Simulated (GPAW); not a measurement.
The O K edge of atom 3 in Ti2O (P-3m1), with 6 Ti at 2.14 Å (octahedral, site symmetry -3m), was computed in 2 ways: excited-electron core hole (neutral cell) and no core hole. Program and functional: GPAW, LDA, Gaussian full width 0.9 eV up to 4 eV, rising linearly to 3.5 eV at 25 eV; cells of 3 and 24 atoms (the run without a hole in the smaller).

Each run is counted from its own lowest empty level or Fermi level and scaled to a mean of 1 over its first 20 eV.

| E (eV) | run 1 | run 2 |
| --- | --- | --- |
| -2.00 | 0.00 | 0.00 |
| -1.25 | 0.00 | 0.00 |
| -0.50 | 0.04 | 0.10 |
| 0.25 | 0.40 | 1.38 |
| 1.00 | 1.66 | 2.79 |
| 1.75 | 2.13 | 1.66 |
| 2.50 | 1.77 | 1.45 |
| 3.25 | 1.69 | 1.54 |
| 4.00 | 1.86 | 1.08 |
| 4.75 | 0.88 | 0.61 |
| 5.50 | 0.81 | 0.71 |
| 6.25 | 0.84 | 0.94 |
| 7.00 | 1.05 | 1.13 |
| 7.75 | 1.02 | 0.87 |
| 8.50 | 0.69 | 0.60 |
| 9.25 | 0.50 | 0.64 |
| 10.00 | 0.66 | 1.09 |
| 10.75 | 1.02 | 1.68 |
| 11.50 | 1.52 | 1.66 |
| 12.25 | 1.58 | 1.19 |
| 13.00 | 1.30 | 0.88 |
| 13.75 | 1.02 | 0.68 |
| 14.50 | 0.75 | 0.53 |
| 15.25 | 0.56 | 0.46 |
| 16.00 | 0.48 | 0.46 |
| 16.75 | 0.48 | 0.50 |
| 17.50 | 0.50 | 0.55 |
| 18.25 | 0.52 | 0.59 |
| 19.00 | 0.53 | 0.61 |
| 19.75 | 0.51 | 0.60 |
| 20.50 | 0.49 | 0.61 |
| 21.25 | 0.48 | 0.63 |
| 22.00 | 0.51 | 0.68 |
| 22.75 | 0.55 | 0.74 |
| 23.50 | 0.60 | 0.79 |
| 24.25 | 0.63 | 0.82 |
| 25.00 | 0.65 | 0.85 |
| 25.75 | 0.67 | 0.92 |
| 26.50 | 0.71 | 1.01 |
| 27.25 | 0.78 | 1.09 |
| 28.00 | 0.85 | 1.14 |
| 28.75 | 0.90 | 1.13 |
| 29.50 | 0.91 | 1.07 |
| 30.25 | 0.90 | 1.01 |
| 31.00 | 0.88 | 0.97 |
| 31.75 | 0.86 | 0.94 |

Q: Which run is which?

Run 1: no core hole (area from −2 to 6 eV 8.5, main maxima 1.5 eV (2.27), 3.8 eV (1.90), 7.3 eV (1.07) and 11.9 eV (1.62)). Run 2: excited-electron core hole (neutral cell) (area from −2 to 6 eV 8.6, main maxima 0.9 eV (2.83), 3.3 eV (1.54), 6.9 eV (1.13) and 11.1 eV (1.77)). With each curve scaled to its own mean, the area from −2 to 6 eV with the hole is 8.6 against 8.5, and the centre of weight from −1 to 20 eV moves by -0.3 eV (first and strongest maxima below 20 eV: 1.5 eV (2.27), 3.8 eV (1.90) and 11.9 eV (1.62) without the hole, 0.9 eV (2.83), 3.3 eV (1.54) and 11.1 eV (1.77) with it); the shape changes all the same, by 37 % r.m.s.

[Hosts, paths, dates, database ids (printed as entryN), source tags and the programs' standing remarks are cut or masked in the printed files.]

[Lists of maxima count a maximum above −3 eV only where it reaches 4 % of the highest in the window and stands out from its surroundings by 2 % of it (1.5 % where it reaches 55 %); shoulders and weaker maxima are passed over, and of the rest the first, up to two pre-edge ones and the few strongest are named.]
